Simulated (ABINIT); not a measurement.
Planning a run of ABINIT 10.8.3 on WS2 (Tungstenite). The input:

```
acell 3*1.0 Angstrom
rprim 
  3.153199999992 0.000000000002 0.000000000000
  -1.576599999998 2.730751303206 0.000000000000
  0.000000000000 0.000000000000 12.323000000000
ntypat 2
znucl 74 16
natom 6
typat 1 1 2 2 2 2
xred 
  0.333333333333 0.666666666667 0.250000000000
  0.666666666667 0.333333333333 0.750000000000
  0.333333333333 0.666666666667 0.622038536398
  0.666666666667 0.333333333333 0.122038536398
  0.333333333333 0.666666666667 0.877961463602
  0.666666666667 0.333333333333 0.377961463602
pp_dirpath "pseudos"
pseudos "W.upf, S.upf"
ecut 31
ngkpt 3 3 1
nshiftk 1
shiftk 0 0 0
kptopt 1
chksymbreak 0
istwfk *1
occopt 1
irdwfk 1
optdriver 3
nband 243
ecuteps 7.2
inclvkb 2
awtr 1
symchi 1
indata_prefix "in"
outdata_prefix "out"
tmpdata_prefix "tmp"
```

```sh
OMP_NUM_THREADS=1 mpirun -n 4 abinit run.abi > log
```

**Question.** How long will it take on 4 MPI ranks of Arm Neoverse V1, shared host, and how much memory?

It took 68 s; on shared hardware allow 34 s to 2.3 min. Peak host memory was 1.2 GiB.

[Paths, hosts, dates, memory and timing lines, banners, echoed tables and standing remarks are left out of the program output.]

[Logs are printed without paths, hosts, clocks, repeated set-up lines and the standing remarks that a program may print on its own settings, such as how far it seeks lower states.]

[Runs of the session that timed out or met a known fault of the program may be left out.]

[Hosts, paths, dates, database ids (printed as entryN), source tags and the programs' standing remarks are cut or masked in the printed files.]

[G0W0 gaps are taken among the corrected bands and points alone; a level outside them can change the order at an edge.]

[Where Ansatz stands beside ABINIT at settings called matched, ABINIT's density can come from a denser mesh and the files from another edition; pairs whose starting gaps differed by over 0.03 eV were left out, so agreement reads better than it is.]
